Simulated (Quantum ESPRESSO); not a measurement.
# Pt(100), 5 layers: test of the smearing, part 2 of 3

Which setting serves for Pt(100), 5 layers? The runs below step through one kind of setting.

Quantum ESPRESSO 7.5; plane-wave DFT, PBE, SSSP efficiency pseudopotentials.

So far. Step 2 (Ground state: mv smearing, 0.01 Ry): The run needed 19 iterations to bring the estimated error under 1e-07 Ry; the largest force on any atom, held or free, is 0.24 eV/Å. Step 2 (Ground state: mv smearing, 0.01 Ry): Inside the slab this potential holds the local part of the pseudopotentials, which can be repulsive at the nuclei; only its value in the vacuum has a meaning of its own.

## (3) Self-consistent run: mv smearing, 0.02 Ry

Input file c1.in:

```
&control
  prefix = 'c1'
  outdir = './out'
  pseudo_dir = './pseudo'
  calculation = 'scf'
  tprnfor = .true.
/
&system
  ibrav = 0
  nat = 5
  ntyp = 1
  ecutwfc = 45
  ecutrho = 360
  occupations = 'smearing'
  smearing = 'mv'
  degauss = 0.02
  assume_isolated = 'esm'
  esm_bc = 'bc1'
/
&electrons
  conv_thr = 1e-07
  mixing_beta = 0.4
  electron_maxstep = 120
  mixing_mode = 'local-TF'
/
ATOMIC_SPECIES
  Pt  195.0840  pt_pbe_v1.4.uspp.F.UPF
CELL_PARAMETERS angstrom
  2.77185858225127 0.00000000000000 0.00000000000000
  0.00000000000000 2.77185858225127 0.00000000000000
  0.00000000000000 0.00000000000000 23.84000000000000
ATOMIC_POSITIONS crystal
  Pt  0.000000000000 0.000000000000 -0.164429530201
  Pt  0.500000000000 0.500000000000 -0.082214765101
  Pt  0.000000000000 0.000000000000 0.000000000000
  Pt  0.500000000000 0.500000000000 0.082214765101
  Pt  0.000000000000 0.000000000000 0.164429530201
K_POINTS automatic
  12 12 1 0 0 0
```

On the command line:

```sh
$ OMP_NUM_THREADS=1 mpirun -n 4 pw.x -nk 4 -in c1.in > c1.out
```

The program printed:

```text
[banner, memory and clock lines left out]
Program PWSCF v.7.5 starts
[...]
Message from routine setup:
[...]
number of electrons       =        80.00
     number of Kohn-Sham states=           48
     kinetic-energy cutoff     =      45.0000  Ry
     charge density cutoff     =     360.0000  Ry
[...]
number of k points=    28  Marzari-Vanderbilt smearing, width (Ry)=  0.0200
[...]
Dense  grid:   142609 G-vectors     FFT dimensions: (  32,  32, 288)
[...]
negative rho (up, down):  9.559E-01 0.000E+00
     Starting wfcs are   60 randomized atomic wfcs
[...]
negative rho (up, down):  9.144E-01 0.000E+00
[...]
estimated scf accuracy    <       8.12695434 Ry
[...]
negative rho (up, down):  8.964E-01 0.000E+00
[...]
estimated scf accuracy    <       2.31911841 Ry
[...]
negative rho (up, down):  9.050E-01 0.000E+00
[...]
estimated scf accuracy    <       0.36460290 Ry
[...]
negative rho (up, down):  9.226E-01 0.000E+00
[...]
estimated scf accuracy    <       0.05153214 Ry
[...]
negative rho (up, down):  9.456E-01 0.000E+00
[...]
estimated scf accuracy    <       0.01560943 Ry
[...]
negative rho (up, down):  9.463E-01 0.000E+00
[...]
estimated scf accuracy    <       0.02290638 Ry
[...]
negative rho (up, down):  9.487E-01 0.000E+00
[...]
estimated scf accuracy    <       0.00663726 Ry
[...]
negative rho (up, down):  9.293E-01 0.000E+00
[...]
estimated scf accuracy    <       0.00700801 Ry
[...]
negative rho (up, down):  9.072E-01 0.000E+00
[...]
estimated scf accuracy    <       0.01705756 Ry
[...]
negative rho (up, down):  9.001E-01 0.000E+00
[...]
estimated scf accuracy    <       0.01072504 Ry
[...]
negative rho (up, down):  8.918E-01 0.000E+00
[...]
estimated scf accuracy    <       0.00836784 Ry
[...]
negative rho (up, down):  8.915E-01 0.000E+00
[...]
estimated scf accuracy    <       0.00285340 Ry
[...]
negative rho (up, down):  8.905E-01 0.000E+00
[...]
estimated scf accuracy    <       0.00085487 Ry
[...]
negative rho (up, down):  8.897E-01 0.000E+00
[...]
estimated scf accuracy    <       0.00004945 Ry
[...]
negative rho (up, down):  8.893E-01 0.000E+00
[...]
estimated scf accuracy    <       0.00005559 Ry
[...]
negative rho (up, down):  8.874E-01 0.000E+00
[...]
estimated scf accuracy    <       0.00001505 Ry
[...]
negative rho (up, down):  8.876E-01 0.000E+00
[...]
estimated scf accuracy    <       0.00003397 Ry
[...]
negative rho (up, down):  8.878E-01 0.000E+00
[...]
estimated scf accuracy    <       0.00000091 Ry
[...]
negative rho (up, down):  8.877E-01 0.000E+00
[...]
estimated scf accuracy    <       0.00000613 Ry
[...]
negative rho (up, down):  8.876E-01 0.000E+00
[...]
estimated scf accuracy    <       0.00000011 Ry
[...]
negative rho (up, down):  8.876E-01 0.000E+00
[...]
estimated scf accuracy    <       0.00000047 Ry
[...]
negative rho (up, down):  8.877E-01 0.000E+00
[...]
the Fermi energy is    -5.6944 ev
!    total energy              =   -1053.34879589 Ry
     estimated scf accuracy    <       0.00000003 Ry
     smearing contrib. (-TS)   =       0.00001543 Ry
     internal energy E=F+TS    =   -1053.34881133 Ry
[...]
one-electron contribution =   17790.31235415 Ry
     hartree contribution      =   -8904.56791486 Ry
     xc contribution           =    -284.37761755 Ry
     ewald contribution        =   -9654.71563306 Ry
     convergence has been achieved in  22 iterations
     negative rho (up, down):  8.877E-01 0.000E+00
[...]
Total force =     0.014393     Total SCF correction =     0.001466
[...]
```

Elapsed: 2.5 min, on 4 MPI ranks of Arm Neoverse V1, shared host; peak memory 0.99 GiB; 10 min of CPU time.

This step gave:

* free energy: -14331.5405 eV
* Fermi energy: -5.694 eV
* vacuum line at the lower end of the cell, over the Fermi level: 5.694 eV
* vacuum line at the upper end of the cell, over the Fermi level: 5.694 eV

The program's own clock; routines nest. Time by routine:

| routine | wall time (s) | calls |
| --- | --- | --- |
| PWSCF | 149.4 | 1 |
| electrons | 146.4 | 1 |
| c_bands | 122.5 | 22 |
| cegterg | 107.9 | 154 |
| h_psi | 67.64 | 1459 |
| fftw | 56.67 | 60026 |
| vloc_psi | 53.98 | 1459 |
| sum_band | 12.14 | 22 |
| calbec | 8.77 | 1641 |
| mix_rho | 7.17 | 22 |
| add_vuspsi | 6.72 | 1459 |
| h_psi:calbec | 6.7 | 1459 |
| s_psi | 6.59 | 1459 |
| ffts | 4.53 | 2570 |

Counted from each run's own zero (the Fermi level), the vacuum level differs from the first run's by -19 meV.

## (4) Self-consistent run: mv smearing, 0.04 Ry

c2.in, as its differences from the input of step 3:

```diff
@@ -1,3 +1,3 @@
 &control
-  prefix = 'c1'
+  prefix = 'c2'
   outdir = './out'
@@ -15,3 +15,3 @@
   smearing = 'mv'
-  degauss = 0.02
+  degauss = 0.04
   assume_isolated = 'esm'
```

On the command line:

```sh
$ OMP_NUM_THREADS=1 mpirun -n 4 pw.x -nk 4 -in c2.in > c2.out
```

The program printed:

```text
[banner, memory and clock lines left out]
Program PWSCF v.7.5 starts
[...]
Message from routine setup:
[...]
number of electrons       =        80.00
     number of Kohn-Sham states=           48
     kinetic-energy cutoff     =      45.0000  Ry
     charge density cutoff     =     360.0000  Ry
[...]
number of k points=    28  Marzari-Vanderbilt smearing, width (Ry)=  0.0400
[...]
Dense  grid:   142609 G-vectors     FFT dimensions: (  32,  32, 288)
[...]
negative rho (up, down):  9.559E-01 0.000E+00
     Starting wfcs are   60 randomized atomic wfcs
[...]
negative rho (up, down):  9.142E-01 0.000E+00
[...]
estimated scf accuracy    <       8.00246250 Ry
[...]
negative rho (up, down):  8.953E-01 0.000E+00
[...]
estimated scf accuracy    <       2.36479864 Ry
[...]
negative rho (up, down):  9.055E-01 0.000E+00
[...]
estimated scf accuracy    <       0.32282848 Ry
[...]
negative rho (up, down):  9.228E-01 0.000E+00
[...]
estimated scf accuracy    <       0.05208253 Ry
[...]
negative rho (up, down):  9.482E-01 0.000E+00
[...]
estimated scf accuracy    <       0.01457860 Ry
[...]
negative rho (up, down):  9.451E-01 0.000E+00
[...]
estimated scf accuracy    <       0.02733858 Ry
[...]
negative rho (up, down):  9.478E-01 0.000E+00
[...]
estimated scf accuracy    <       0.00681636 Ry
[...]
negative rho (up, down):  9.178E-01 0.000E+00
[...]
estimated scf accuracy    <       0.00721938 Ry
[...]
negative rho (up, down):  9.059E-01 0.000E+00
[...]
estimated scf accuracy    <       0.01073860 Ry
[...]
negative rho (up, down):  8.949E-01 0.000E+00
[...]
estimated scf accuracy    <       0.00591958 Ry
[...]
negative rho (up, down):  8.904E-01 0.000E+00
[...]
estimated scf accuracy    <       0.00241928 Ry
[...]
negative rho (up, down):  8.901E-01 0.000E+00
[...]
estimated scf accuracy    <       0.00007640 Ry
[...]
negative rho (up, down):  8.901E-01 0.000E+00
[...]
estimated scf accuracy    <       0.00013627 Ry
[...]
negative rho (up, down):  8.878E-01 0.000E+00
[...]
estimated scf accuracy    <       0.00007889 Ry
[...]
negative rho (up, down):  8.874E-01 0.000E+00
[...]
estimated scf accuracy    <       0.00000276 Ry
[...]
negative rho (up, down):  8.875E-01 0.000E+00
[...]
estimated scf accuracy    <       0.00003373 Ry
[...]
negative rho (up, down):  8.876E-01 0.000E+00
[...]
estimated scf accuracy    <       0.00001282 Ry
[...]
negative rho (up, down):  8.875E-01 0.000E+00
[...]
estimated scf accuracy    <       0.00000054 Ry
[...]
negative rho (up, down):  8.875E-01 0.000E+00
[...]
estimated scf accuracy    <       0.00000125 Ry
[...]
negative rho (up, down):  8.876E-01 0.000E+00
[...]
estimated scf accuracy    <       0.00000034 Ry
[...]
negative rho (up, down):  8.876E-01 0.000E+00
[...]
the Fermi energy is    -5.6858 ev
!    total energy              =   -1053.34831513 Ry
     estimated scf accuracy    <       0.00000002 Ry
     smearing contrib. (-TS)   =       0.00361643 Ry
     internal energy E=F+TS    =   -1053.35193156 Ry
[...]
one-electron contribution =   17790.42020729 Ry
     hartree contribution      =   -8904.68496901 Ry
     xc contribution           =    -284.37153678 Ry
     ewald contribution        =   -9654.71563306 Ry
     convergence has been achieved in  21 iterations
     negative rho (up, down):  8.876E-01 0.000E+00
[...]
Total force =     0.018300     Total SCF correction =     0.000462
[...]
```

Run time: 2.3 min. Hardware: 4 MPI ranks; peak memory 0.99 GiB.

Numbers from this step:

- free energy: -14331.5339 eV
- Fermi energy: -5.686 eV
- vacuum line at the lower end of the cell, over the Fermi level: 5.686 eV
- vacuum line at the upper end of the cell, over the Fermi level: 5.686 eV

The program's own clock; routines nest. Time by routine:

| routine | wall time (s) | calls |
| --- | --- | --- |
| PWSCF | 139.7 | 1 |
| electrons | 136.7 | 1 |
| c_bands | 113.8 | 21 |
| cegterg | 100.2 | 147 |
| h_psi | 62.84 | 1480 |
| fftw | 52.72 | 55942 |
| vloc_psi | 50.13 | 1480 |
| sum_band | 11.67 | 21 |
| calbec | 8.21 | 1655 |
| mix_rho | 6.77 | 21 |
| add_vuspsi | 6.28 | 1480 |
| h_psi:calbec | 6.22 | 1480 |
| s_psi | 6.16 | 1480 |
| ffts | 4.28 | 2431 |

Counted from each run's own zero (the Fermi level), the vacuum level differs from the first run's by -27 meV.

## (5) SCF with pw.x: mp smearing, 0.02 Ry

c3.in, as its differences from the input of step 4:

```diff
@@ -1,3 +1,3 @@
 &control
-  prefix = 'c2'
+  prefix = 'c3'
   outdir = './out'
@@ -14,4 +14,4 @@
   occupations = 'smearing'
-  smearing = 'mv'
-  degauss = 0.04
+  smearing = 'mp'
+  degauss = 0.02
   assume_isolated = 'esm'
```

On the command line:

```sh
$ OMP_NUM_THREADS=1 mpirun -n 4 pw.x -nk 4 -in c3.in > c3.out
```

The program printed:

```text
[banner, memory and clock lines left out]
Program PWSCF v.7.5 starts
[...]
Message from routine setup:
[...]
number of electrons       =        80.00
     number of Kohn-Sham states=           48
     kinetic-energy cutoff     =      45.0000  Ry
     charge density cutoff     =     360.0000  Ry
[...]
number of k points=    28  Methfessel-Paxton smearing, width (Ry)=  0.0200
[...]
Dense  grid:   142609 G-vectors     FFT dimensions: (  32,  32, 288)
[...]
negative rho (up, down):  9.559E-01 0.000E+00
     Starting wfcs are   60 randomized atomic wfcs
[...]
negative rho (up, down):  9.143E-01 0.000E+00
[...]
estimated scf accuracy    <       8.18380883 Ry
[...]
negative rho (up, down):  8.967E-01 0.000E+00
[...]
estimated scf accuracy    <       2.28678846 Ry
[...]
negative rho (up, down):  9.043E-01 0.000E+00
[...]
estimated scf accuracy    <       0.39734983 Ry
[...]
negative rho (up, down):  9.222E-01 0.000E+00
[...]
estimated scf accuracy    <       0.05401895 Ry
[...]
negative rho (up, down):  9.472E-01 0.000E+00
[...]
estimated scf accuracy    <       0.01580118 Ry
[...]
negative rho (up, down):  9.473E-01 0.000E+00
[...]
estimated scf accuracy    <       0.02408973 Ry
[...]
negative rho (up, down):  9.345E-01 0.000E+00
[...]
estimated scf accuracy    <       0.00776195 Ry
[...]
negative rho (up, down):  9.110E-01 0.000E+00
[...]
estimated scf accuracy    <       0.00575792 Ry
[...]
negative rho (up, down):  9.002E-01 0.000E+00
[...]
estimated scf accuracy    <       0.00678326 Ry
[...]
negative rho (up, down):  8.915E-01 0.000E+00
[...]
estimated scf accuracy    <       0.00162843 Ry
[...]
negative rho (up, down):  8.900E-01 0.000E+00
[...]
estimated scf accuracy    <       0.00041069 Ry
[...]
negative rho (up, down):  8.891E-01 0.000E+00
[...]
estimated scf accuracy    <       0.00013591 Ry
[...]
negative rho (up, down):  8.875E-01 0.000E+00
[...]
estimated scf accuracy    <       0.00005041 Ry
[...]
negative rho (up, down):  8.878E-01 0.000E+00
[...]
estimated scf accuracy    <       0.00000908 Ry
[...]
negative rho (up, down):  8.878E-01 0.000E+00
[...]
estimated scf accuracy    <       0.00000142 Ry
[...]
negative rho (up, down):  8.877E-01 0.000E+00
[...]
estimated scf accuracy    <       0.00000102 Ry
[...]
negative rho (up, down):  8.877E-01 0.000E+00
[...]
estimated scf accuracy    <       0.00000056 Ry
[...]
negative rho (up, down):  8.877E-01 0.000E+00
[...]
estimated scf accuracy    <       0.00000015 Ry
[...]
negative rho (up, down):  8.877E-01 0.000E+00
[...]
estimated scf accuracy    <       0.00000014 Ry
[...]
negative rho (up, down):  8.877E-01 0.000E+00
[...]
the Fermi energy is    -5.6950 ev
!    total energy              =   -1053.34963999 Ry
     estimated scf accuracy    <          3.5E-09 Ry
     smearing contrib. (-TS)   =      -0.00149353 Ry
     internal energy E=F+TS    =   -1053.34814645 Ry
[...]
one-electron contribution =   17790.25971195 Ry
     hartree contribution      =   -8904.51319914 Ry
     xc contribution           =    -284.37902620 Ry
     ewald contribution        =   -9654.71563306 Ry
     convergence has been achieved in  20 iterations
     negative rho (up, down):  8.877E-01 0.000E+00
[...]
Total force =     0.014149     Total SCF correction =     0.000307
[...]
```

The job ended after 2.1 min (4 MPI ranks; peak memory 0.99 GiB).

This step gave:

| Property | Result |
| --- | --- |
| free energy | -14331.5520 eV |
| Fermi energy | -5.695 eV |
| vacuum line at the lower end of the cell, over the Fermi level | 5.695 eV |
| vacuum line at the upper end of the cell, over the Fermi level | 5.695 eV |

The program's own clock; routines nest. Time by routine:

| routine | wall time (s) | calls |
| --- | --- | --- |
| PWSCF | 125.7 | 1 |
| electrons | 122.7 | 1 |
| c_bands | 100.8 | 20 |
| cegterg | 87.11 | 140 |
| h_psi | 55.15 | 1446 |
| fftw | 46.8 | 49278 |
| vloc_psi | 43.88 | 1446 |
| sum_band | 11.06 | 20 |
| calbec | 7.42 | 1614 |
| mix_rho | 6.59 | 20 |
| add_vuspsi | 5.57 | 1446 |
| h_psi:calbec | 5.5 | 1446 |
| s_psi | 5.44 | 1446 |
| ffts | 4.17 | 2360 |

Counted from each run's own zero (the Fermi level), the vacuum level differs from the first run's by -18 meV.

## (6) Self-consistent run: gaussian smearing, 0.01 Ry

c4.in, as its differences from the input of step 5:

```diff
@@ -1,3 +1,3 @@
 &control
-  prefix = 'c3'
+  prefix = 'c4'
   outdir = './out'
@@ -14,4 +14,4 @@
   occupations = 'smearing'
-  smearing = 'mp'
-  degauss = 0.02
+  smearing = 'gaussian'
+  degauss = 0.01
   assume_isolated = 'esm'
```

On the command line:

```sh
$ OMP_NUM_THREADS=1 mpirun -n 4 pw.x -nk 4 -in c4.in > c4.out
```

The program printed:

```text
[banner, memory and clock lines left out]
Program PWSCF v.7.5 starts
[...]
Message from routine setup:
[...]
number of electrons       =        80.00
     number of Kohn-Sham states=           48
     kinetic-energy cutoff     =      45.0000  Ry
     charge density cutoff     =     360.0000  Ry
[...]
number of k points=    28  Gaussian smearing, width (Ry)=  0.0100
[...]
Dense  grid:   142609 G-vectors     FFT dimensions: (  32,  32, 288)
[...]
negative rho (up, down):  9.559E-01 0.000E+00
     Starting wfcs are   60 randomized atomic wfcs
[...]
negative rho (up, down):  9.143E-01 0.000E+00
[...]
estimated scf accuracy    <       8.15368148 Ry
[...]
negative rho (up, down):  8.965E-01 0.000E+00
[...]
estimated scf accuracy    <       2.28415544 Ry
[...]
negative rho (up, down):  9.038E-01 0.000E+00
[...]
estimated scf accuracy    <       0.39704443 Ry
[...]
negative rho (up, down):  9.221E-01 0.000E+00
[...]
estimated scf accuracy    <       0.05449354 Ry
[...]
negative rho (up, down):  9.474E-01 0.000E+00
[...]
estimated scf accuracy    <       0.01548107 Ry
[...]
negative rho (up, down):  9.474E-01 0.000E+00
[...]
estimated scf accuracy    <       0.02367756 Ry
[...]
negative rho (up, down):  9.279E-01 0.000E+00
[...]
estimated scf accuracy    <       0.00784106 Ry
[...]
negative rho (up, down):  9.074E-01 0.000E+00
[...]
estimated scf accuracy    <       0.00510767 Ry
[...]
negative rho (up, down):  9.004E-01 0.000E+00
[...]
estimated scf accuracy    <       0.00553389 Ry
[...]
negative rho (up, down):  8.936E-01 0.000E+00
[...]
estimated scf accuracy    <       0.00160391 Ry
[...]
negative rho (up, down):  8.894E-01 0.000E+00
[...]
estimated scf accuracy    <       0.00032218 Ry
[...]
negative rho (up, down):  8.892E-01 0.000E+00
[...]
estimated scf accuracy    <       0.00006136 Ry
[...]
negative rho (up, down):  8.879E-01 0.000E+00
[...]
estimated scf accuracy    <       0.00002880 Ry
[...]
negative rho (up, down):  8.876E-01 0.000E+00
[...]
estimated scf accuracy    <       0.00000231 Ry
[...]
negative rho (up, down):  8.877E-01 0.000E+00
[...]
estimated scf accuracy    <       0.00000148 Ry
[...]
negative rho (up, down):  8.877E-01 0.000E+00
[...]
estimated scf accuracy    <       0.00000067 Ry
[...]
negative rho (up, down):  8.877E-01 0.000E+00
[...]
estimated scf accuracy    <       0.00000090 Ry
[...]
negative rho (up, down):  8.877E-01 0.000E+00
[...]
the Fermi energy is    -5.6955 ev
!    total energy              =   -1053.35242024 Ry
     estimated scf accuracy    <       0.00000004 Ry
     smearing contrib. (-TS)   =      -0.00562815 Ry
     internal energy E=F+TS    =   -1053.34679208 Ry
[...]
one-electron contribution =   17790.28404569 Ry
     hartree contribution      =   -8904.53681263 Ry
     xc contribution           =    -284.37839208 Ry
     ewald contribution        =   -9654.71563306 Ry
     convergence has been achieved in  18 iterations
     negative rho (up, down):  8.877E-01 0.000E+00
[...]
Total force =     0.015054     Total SCF correction =     0.001565
[...]
```

Run time: 2 min. Hardware: 4 MPI ranks; peak memory 1 GiB.

This step gave:

- free energy: -14331.5898 eV
- energy at zero smearing: -14331.5515 eV
- Fermi energy: -5.696 eV
- vacuum line at the lower end of the cell, over the Fermi level: 5.696 eV
- vacuum line at the upper end of the cell, over the Fermi level: 5.696 eV

The program's own clock; routines nest. Time by routine:

| routine | wall time (s) | calls |
| --- | --- | --- |
| PWSCF | 117 | 1 |
| electrons | 114 | 1 |
| c_bands | 94.59 | 18 |
| cegterg | 81.24 | 126 |
| h_psi | 51.2 | 1378 |
| fftw | 43.22 | 45416 |
| vloc_psi | 40.69 | 1378 |
| sum_band | 9.97 | 18 |
| calbec | 6.88 | 1532 |
| mix_rho | 5.59 | 18 |
| add_vuspsi | 5.19 | 1378 |
| h_psi:calbec | 5.13 | 1378 |
| s_psi | 5.06 | 1378 |
| ffts | 3.53 | 2004 |

Counted from each run's own zero (the Fermi level), the vacuum level differs from the first run's by -18 meV.

(Continued in part 3 of 3.)

[Logs are printed without paths, hosts, clocks, repeated set-up lines and the standing remarks that a program may print on its own settings, such as how far it seeks lower states.]

[Hosts, paths, dates, database ids (printed as entryN), source tags and the programs' standing remarks are cut or masked in the printed files.]

[Maps of the electrostatic potential energy from Ansatz leave out the sawtooth potential of an applied field or a dipole correction, so their vacuum need not be flat; planar profiles and work functions include it.]
